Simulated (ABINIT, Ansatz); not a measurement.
# A GW chain in ABINIT: PNO (P3_2), part 3 of 3

How does a plane-wave GW calculation on PNO (P3_2) run from the first input to the gap?

ABINIT 10.8.3; LDA and many-body steps on it, plane waves. Known limits of the many-body steps: not at the basis limit; coarse k mesh.

So far. Step 3 (Bands along the symmetry lines): The gap is 5.136 eV, as in the run before at this level. Step 4 (Empty states on the mesh, 3×3×2 mesh, 81 bands): On this mesh the gap is 5.226 eV. The earlier step found 5.136 eV, so this mesh misses an edge.

## Step 5: Screening, 3×3×2 mesh, 75 bands, screening to 98 eV

The RPA dielectric matrix is built and inverted for each q.

This step: RPA screening on LDA, plane waves, norm-conserving pseudopotentials.

run.abi

```
acell 3*1.0 Angstrom
rprim 
  4.783611555019 -0.000000000004 0.000000000000
  -2.391805777506 4.142729128486 0.000000000000
  0.000000000000 0.000000000000 5.281207000000
ntypat 3
znucl 15 7 8
natom 9
typat 1 1 1 2 2 2 3 3 3
xred 
  0.985906000000 0.461916000000 0.328176000000
  0.538084000000 0.523990000000 0.994842666667
  0.476010000000 0.014094000000 0.661509333333
  0.388331000000 0.260582000000 0.782152000000
  0.872251000000 0.611669000000 0.115485333333
  0.739418000000 0.127749000000 0.448818666667
  0.146478000000 0.720287000000 0.556338000000
  0.279713000000 0.426191000000 0.223004666667
  0.573809000000 0.853522000000 0.889671333333
pp_dirpath "pseudos"
pseudos "P.upf, N.upf, O.upf"
ecut 36
ngkpt 3 3 2
nshiftk 1
shiftk 0 0 0
kptopt 1
chksymbreak 0
istwfk *1
occopt 1
irdwfk 1
optdriver 3
nband 75
ecuteps 3.6
inclvkb 2
awtr 1
symchi 1
indata_prefix "in"
outdata_prefix "out"
tmpdata_prefix "tmp"
```

Command:

```
> OMP_NUM_THREADS=1 mpirun -n 4 abinit run.abi > log
```

Numbers of over 12 decimals in the logs are rounded to 6 here.

Log:

```text
.Version 10.8.3 of ABINIT. v10.8.2 released Aug 2026.

 Symmetries : space group P3_2 (#145); Bravais hP (primitive hexag.)
[... echo of the input left out ...]
== DATASET  1 ==================================================================
-   mpi_nproc: 4, omp_nthreads: 1 (-1 if OMP is not activated)

--- !DatasetInfo
iteration_state: {dtset: 1, }
dimensions: {natom: 9, nkpt: 6, mband: 75, nsppol: 1, nspinor: 1, nspden: 1, mpw: 7302, }
cutoff_energies: {ecut:  36.0, pawecutdg:  -1.0, }
electrons: {nelect:   4.80000000E+01, charge:   0.00000000E+00, occopt:   1.00000000E+00, tsmear:   1.00000000E-02, }

 SCREENING: Calculation of the susceptibility and dielectric matrices

 Based on a program developped by R.W. Godby, V. Olevano, G. Onida, and L. Reining.
 Incorporated in ABINIT by V. Olevano, G.-M. Rignanese, and M. Torrent.
.Using double precision arithmetic ; gwpc =  8

[... cell and pseudopotentials left out ...]
--------------------------------------------------------------------------------

 ==== K-mesh for the wavefunctions ====
 Number of points in the irreducible wedge :     6
[... list of points left out ...]
 Together with  3 symmetry operations and time-reversal symmetry
 yields    18 points in the full Brillouin Zone.

 ==== Q-mesh for the screening function ====
 Number of points in the irreducible wedge :     6
[... list of points left out ...]
 Together with  3 symmetry operations and time-reversal symmetry
 yields    18 points in the full Brillouin Zone.

 setmesh: FFT mesh size selected  =    27x   27x   36
          total number of points  =        26244

 vcoul_init : cutoff-mode = AUXILIARY_FUNCTION
 q-points for optical limit:   1
     1)      0.000010    0.000020    0.000030

- screening: taking advantage of time-reversal symmetry
- Maximum band index for partially occupied states nbvw = 24
- Remaining bands to be divided among processors   nbcw = 51
- Number of bands treated by each node ~12

 Number of electrons calculated from density =   48.0000; Expected =   48.0000
 average of density, n =  0.067962
 r_s =    1.5201
 omega_plasma =   25.1472 [eV]

 calculating chi0 at frequencies [eV] :
  1    0.000000E+00    0.000000E+00
  2    0.000000E+00    2.514723E+01

--------------------------------------------------------------------------------
  q-point number  1        q = ( 0.000000, 0.000000, 0.000000) [r.l.u.]
--------------------------------------------------------------------------------
[... chi0 elements left out ...]
 For q-point:  0.000010 0.000020 0.000030
  dielectric constant =   3.3219
  dielectric constant without local fields =   3.6316

  Average fulfillment of the sum rule on Im[epsilon] for q-point    1 :     39.05  [%]
[... wings left out ...]
  q-point number  2        q = ( 0.333333, 0.000000, 0.000000) [r.l.u.]
--------------------------------------------------------------------------------
[... chi0 elements left out ...]
  Average fulfillment of the sum rule on Im[epsilon] for q-point    2 :     49.88  [%]

 [... 4 further q-points ...]
```

It took 28 s on 4 MPI ranks of Arm Neoverse V1, shared host; peak memory 1 GiB; 1.9 min of CPU time.

Numbers from this step:

```yaml
eps_infinity_with_local_fields_on_this_mesh_along_the_program_s_q_direction: 3.322
the_same_without_local_fields: 3.632
plasma_frequency: 25.15 eV
plane_waves_in_the_screening_matrix: 225
```

Local fields lower ε∞ by 9 %. On a Γ-centred mesh this coarse the value itself is usually too large, while a short band sum pulls it down.

## Step 6: Self-energy, 3×3×2 mesh, 75 bands, screening to 98 eV

The self-energy is evaluated for the states that the input lists, and the levels follow from it, in one-shot runs by the linearised quasiparticle equation.

This step: G0W0 on LDA, plane waves, norm-conserving pseudopotentials.

run.abi, as its differences from that of step 5:

```diff
@@ -30,8 +30,19 @@
 irdwfk 1
-optdriver 3
+optdriver 4
 nband 75
+gwcalctyp 0
+ecutsigx 36
+symsigma 1
+nkptgw 3
+kptgw 
+  0.3333333333 0.3333333333 0.0000000000
+  0.0000000000 0.0000000000 0.0000000000
+  0.3333333333 0.0000000000 0.0000000000
+bdgw 
+  23 26
+  23 27
+  23 26
 ecuteps 3.6
-inclvkb 2
-awtr 1
-symchi 1
+irdscr 1
+ppmodel 1
 indata_prefix "in"
```

Log:

```text
.Version 10.8.3 of ABINIT. v10.8.2 released Aug 2026.

 Symmetries : space group P3_2 (#145); Bravais hP (primitive hexag.)
[... echo of the input left out ...]
== DATASET  1 ==================================================================
-   mpi_nproc: 4, omp_nthreads: 1 (-1 if OMP is not activated)

--- !DatasetInfo
iteration_state: {dtset: 1, }
dimensions: {natom: 9, nkpt: 6, mband: 75, nsppol: 1, nspinor: 1, nspden: 1, mpw: 7302, }
cutoff_energies: {ecut:  36.0, pawecutdg:  -1.0, }
electrons: {nelect:   4.80000000E+01, charge:   0.00000000E+00, occopt:   1.00000000E+00, tsmear:   1.00000000E-02, }

 SIGMA: Calculation of the GW corrections

 Based on a program developped by R.W. Godby, V. Olevano, G. Onida, and L. Reining.
 Incorporated in ABINIT by V. Olevano, G.-M. Rignanese, and M. Torrent.
.Using double precision arithmetic ; gwpc =  8

[... cell and pseudopotentials left out ...]
--------------------------------------------------------------------------------

 ==== K-mesh for the wavefunctions ====
 Number of points in the irreducible wedge :     6
[... list of points left out ...]
 Together with  3 symmetry operations and time-reversal symmetry
 yields    18 points in the full Brillouin Zone.

 ==== Q-mesh for screening function ====
 Number of points in the irreducible wedge :     6
[... list of points left out ...]
 Together with  3 symmetry operations and time-reversal symmetry
 yields    18 points in the full Brillouin Zone.

 vcoul_init : cutoff-mode = AUXILIARY_FUNCTION
 q-points for optical limit:   1
     1)      0.000010    0.000020    0.000030
 setmesh: FFT mesh size selected  =    45x   45x   54
          total number of points  =       109350

 Number of electrons calculated from density =   48.0000; Expected =   48.0000
 average of density, n =  0.067962
 r_s =    1.5201
 omega_plasma =   25.1472 [eV]

 === KS Band Gaps ===
  >>>> For spin  1
   Minimum direct gap =   5.4221 [eV], located at k-point      :   0.3333  0.0000  0.0000
   Fundamental gap    =   5.2258 [eV], Top of valence bands at :   0.3333  0.3333  0.0000
                                       Bottom of conduction at :   0.0000  0.0000  0.0000
 SIGMA fundamental parameters:
 PLASMON POLE MODEL  1
 number of plane-waves for SigmaX                 7275
 number of plane-waves for SigmaC and W            225
 number of plane-waves for wavefunctions          7275
 number of bands                                    75
 number of independent spin polarizations            1
 number of spinorial components                      1
 number of k-points in IBZ                           6
 number of q-points in IBZ                           6
 number of symmetry operations                       3
 number of k-points in BZ                           18
 number of q-points in BZ                           18
 number of frequencies for dSigma/dE                 9
 frequency step for dSigma/dE [eV]                0.25
 number of omega for Sigma on real axis              0
 max omega for Sigma on real axis  [eV]           0.00
 zcut for avoiding poles [eV]                     0.10

 EPSILON^-1 parameters (SCR file):
 dimension of the eps^-1 matrix on file            225
 dimension of the eps^-1 matrix used               225
 number of plane-waves for wavefunctions          7275
 number of bands                                    75
 number of q-points in IBZ                           6
 number of frequencies                               2
 number of real frequencies                          1
 number of imag frequencies                          1

 matrix elements of self-energy operator (all in [eV])

 Perturbative Calculation

--- !SelfEnergy_ee
iteration_state: {dtset: 1, }
kpoint     : [   0.333,    0.333,    0.000, ]
spin       : 1
KS_gap     :    6.251
QP_gap     :    8.716
Delta_QP_KS:    2.465
data: !SigmaeeData |
     Band     E0 <VxcDFT>   SigX SigC(E0)      Z dSigC/dE  Sig(E)    E-E0       E
       23   2.668 -17.324 -21.628   3.896   0.809  -0.235 -17.654  -0.330   2.338
       24   2.713 -16.940 -21.057   3.749   0.810  -0.235 -17.238  -0.298   2.415
       25   8.964 -14.766  -8.774  -3.382   0.830  -0.204 -12.599   2.167  11.131
       26   9.203 -13.874  -7.996  -3.375   0.833  -0.200 -11.789   2.085  11.288

--- !SelfEnergy_ee
iteration_state: {dtset: 1, }
kpoint     : [   0.000,    0.000,    0.000, ]
spin       : 1
KS_gap     :    5.716
QP_gap     :    8.066
Delta_QP_KS:    2.350
data: !SigmaeeData |
     Band     E0 <VxcDFT>   SigX SigC(E0)      Z dSigC/dE  Sig(E)    E-E0       E
       23   2.223 -16.495 -20.751   3.759   0.811  -0.234 -16.898  -0.404   1.819
       24   2.223 -16.495 -20.751   3.759   0.811  -0.234 -16.898  -0.404   1.819
       25   7.938 -15.426  -9.651  -3.432   0.831  -0.204 -13.479   1.947   9.885
       26   8.357 -13.270  -7.801  -3.174   0.838  -0.194 -11.347   1.923  10.280
       27   8.357 -13.270  -7.801  -3.174   0.838  -0.194 -11.347   1.923  10.280

--- !SelfEnergy_ee
iteration_state: {dtset: 1, }
kpoint     : [   0.333,    0.000,    0.000, ]
spin       : 1
KS_gap     :    5.422
QP_gap     :    7.778
Delta_QP_KS:    2.356
data: !SigmaeeData |
     Band     E0 <VxcDFT>   SigX SigC(E0)      Z dSigC/dE  Sig(E)    E-E0       E
       23   2.481 -16.947 -21.236   3.845   0.809  -0.235 -17.306  -0.360   2.121
       24   2.692 -17.080 -21.272   3.800   0.810  -0.235 -17.397  -0.318   2.374
       25   8.114 -14.339  -8.560  -3.334   0.834  -0.199 -12.300   2.038  10.152
       26   8.586 -13.264  -7.556  -3.336   0.838  -0.194 -11.276   1.988  10.574

== END DATASET(S) ==============================================================
================================================================================

 -outvars: echo values of variables after computation  --------
           etotal      0.0000000000E+00
            nband          75
             nkpt           6
          spgroup         145
 [... the other variables as echoed above ...]

 Calculation completed.
```

The job ended after 11 s (4 MPI ranks; peak memory 0.74 GiB; 45 s of CPU time).

Numbers from this step:

```yaml
g0w0_gap_on_the_points_computed: 7.47 eV
starting_gap_on_the_mesh: 5.226 eV
k_of_the_valence_top: 0.3333, 0.3333, 0
k_of_the_conduction_bottom: 0, 0, 0
z_at_the_valence_top: 0.81
z_at_the_conduction_bottom: 0.831
least_direct_g0w0_gap_on_the_computed_points: 7.778 eV
```

The gap on the mesh goes from 5.23 eV to 7.47 eV, a correction of +2.24 eV. The start differs from the 5.14 eV found before because the two sample other k points.

Limits: finite bands, cutoff and mesh; coarse k mesh. v1 is the top filled band, c1 the lowest empty one. The levels before and after the correction (eV, zero at the valence-band top of each column):

|  | conduction bottom | valence top |
| --- | --- | --- |
| Kohn-Sham | 5.23 | 0.00 |
| G0W0 | 7.47 | 0.00 |

|  | level | energy (eV) |
| --- | --- | --- |
| Kohn-Sham | (0.333 0.333 0) v2 | -0.045 |
| Kohn-Sham | (0.333 0.333 0) v1 | 0.000 |
| Kohn-Sham | (0.333 0.333 0) c1 | 6.251 |
| Kohn-Sham | (0.333 0.333 0) c2 | 6.490 |
| Kohn-Sham | Γ v2-v1 | -0.490 |
| Kohn-Sham | Γ c1 | 5.226 |
| Kohn-Sham | Γ c2-c3 | 5.644 |
| G0W0 | (0.333 0.333 0) v2 | -0.077 |
| G0W0 | (0.333 0.333 0) v1 | 0.000 |
| G0W0 | (0.333 0.333 0) c1 | 8.716 |
| G0W0 | (0.333 0.333 0) c2 | 8.873 |
| G0W0 | Γ v2-v1 | -0.596 |
| G0W0 | Γ c1 | 7.470 |
| G0W0 | Γ c2-c3 | 7.865 |

## Step 7: Where the time went

Times are wall times on 4 MPI ranks of Arm Neoverse V1, shared host, good to a factor of about two.

| step | time | share | memory (GiB) |
| --- | --- | --- | --- |
| ground state | 1.8 min | 40 % | 0.46 |
| bands along the symmetry lines | 74 s | 28 % | 0.44 |
| empty states on the mesh | 44 s | 17 % | 0.35 |
| screening | 28 s | 11 % | 1 |
| self-energy | 11 s | 4 % | 0.74 |

## Step 8: What came out

| Property | Result |
| --- | --- |
| LDA gap | 5.14 eV, indirect |
| G0W0 gap on the mesh | 7.47 eV |
| G0W0 gap over the zone (rigid shift) | 7.38 eV |
| GW settings | 3×3×2 mesh, 75 bands, screening to 98 eV, Godby-Needs plasmon pole |
| known limits | not at the basis limit; coarse k mesh |

What this shows: G0W0 moves the gap on the mesh from 5.23 eV to 7.47 eV (+2.24 eV), with Z of 0.81 and 0.83 at the edges. The mesh misses the band edges by 0.09 eV in all; a rigid shift gives 7.38 eV for the zone. Local fields lower the RPA ε∞ on this mesh from 3.63 to 3.32; a Γ-centred mesh this coarse tends to raise both, most where the direct gap is narrow, while a short band sum lowers them. Only 3 of the mesh's irreducible points were corrected, so a valley elsewhere could overtake. Bands and cutoff are finite, so the gap is not at the basis limit. The miss can reach some tenths of an eV and take either sign; the mesh is an error of its own. In the G0W0 run levels were corrected at 3 k points alone, so a gap called «on the mesh» is the least over those, and an edge elsewhere would be missed. A denser mesh or path gives a starting gap of 5.14 eV: the GW mesh misses a band edge, so its gaps are not the fundamental one. The 3×3×2 mesh is coarse for this cell, which bears on the long-range parts of exchange and screening.

[Paths, hosts, dates, memory and timing lines, banners, echoed tables and standing remarks are left out of the program output.]

[Logs are printed without paths, hosts, clocks, repeated set-up lines and the standing remarks that a program may print on its own settings, such as how far it seeks lower states.]

[Runs of the session that timed out or met a known fault of the program may be left out.]

[Hosts, paths, dates, database ids (printed as entryN), source tags and the programs' standing remarks are cut or masked in the printed files.]

[G0W0 gaps are taken among the corrected bands and points alone; a level outside them can change the order at an edge.]

[Where Ansatz stands beside ABINIT at settings called matched, ABINIT's density can come from a denser mesh and the files from another edition; pairs whose starting gaps differed by over 0.03 eV were left out, so agreement reads better than it is.]
